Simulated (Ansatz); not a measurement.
The compound is TiTe2 (1H sheet).

The cell holds 3 atoms: 1 Ti and 2 Te. Its edges and angles: a = 3.760 Å, b = 3.760 Å, c = 30.970 Å, α = 90.0°, β = 90.0°, γ = 120.0°. Vacuum lies along c.

```xyz
3
Lattice="-3.2562 1.8799 0.0000 0.0000 -3.7599 0.0000 0.0000 0.0000 30.9699" Properties=species:S:1:pos:R:3
Ti    0.0000    0.0000    9.6133
Te   -1.0854   -1.8799   11.3934
Te   -1.0854   -1.8799    7.8332
```

The structure was relaxed with PBE. The structure was generated from a model, not taken from a measurement. The runs that relaxed it are not among those shown. The program's search for lower electronic states was switched off, so nothing shows that the state found is the lowest. Spin-orbit coupling is left out unless a run names it. PAW set soft_2, made with PBE.

A constrained-RPA run (Ansatz 0.2.0; non-magnetic PBE; Ti d, bands c1 to c5, 6×6×1 mesh, medium accuracy) builds 5 functions on bands 3.2 eV wide, with 0.0 electrons in the window. The bare on-site interaction is 11.3 eV and the bare J 0.35 eV.

**Question.** Estimate U, U′ and J.

On the Ti d shell, U = 1.40 eV (12 % of the bare value), U′ = 0.91 eV, J = 0.22 eV.

The parent state is non-magnetic and the interaction static (zero frequency); U depends on the window and the orbitals, so it belongs to this model alone.

[Paths, hosts, dates, memory and timing lines, banners, echoed tables and standing remarks are left out of the program output.]

[Logs are printed without paths, hosts, clocks, repeated set-up lines and the standing remarks that a program may print on its own settings, such as how far it seeks lower states.]

[Runs of the session that timed out or met a known fault of the program may be left out.]

[Hosts, paths, dates, database ids (printed as entryN), source tags and the programs' standing remarks are cut or masked in the printed files.]
